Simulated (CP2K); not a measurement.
Two runs for the C K edge of methanimine. Run A: CP2K XAS_TDP, all-electron GAPW, PBEh(45%), aug-cc-pVTZ, TDA, no relativity. Run B differs in one setting.

First lines with a strength over 0.0015. A:

```
                    atom  energy (eV)  states  strength, one atom
C1 (bonded to N and 2 H)       280.75       1              0.0606
                               284.75       1              0.0101
                               285.45       1              0.0170
                               286.00       1              0.0056
                               286.45       1              0.0073
```

B:

```
                    atom  energy (eV)  states  strength, one atom
C1 (bonded to N and 2 H)       282.70       1              0.0645
                               286.72       1              0.0118
                               287.42       1              0.0223
                               288.06       1              0.0051
                               288.49       1              0.0077
```

Q: Which was it: GW2X switched on, the basis, the functional, scalar relativity switched on?

The functional (functional from PBEh(45%) to BHandHLYP; the lines alone don't name the new value). A functional moves all lines by electronvolts and changes their spacings and strengths. Against PBEh(45%) in aug-cc-pVTZ, the leading line moves by +1.95 eV, to 282.70 eV; the strength of C1's goes from 0.0606 to 0.0645.

[Banner, clock and machine lines of the logs are left out without a mark of their own.]

[Logs are printed without paths, hosts, clocks, repeated set-up lines and the standing remarks that a program may print on its own settings, such as how far it seeks lower states.]

[Hosts, paths, dates, database ids (printed as entryN), source tags and the programs' standing remarks are cut or masked in the printed files.]
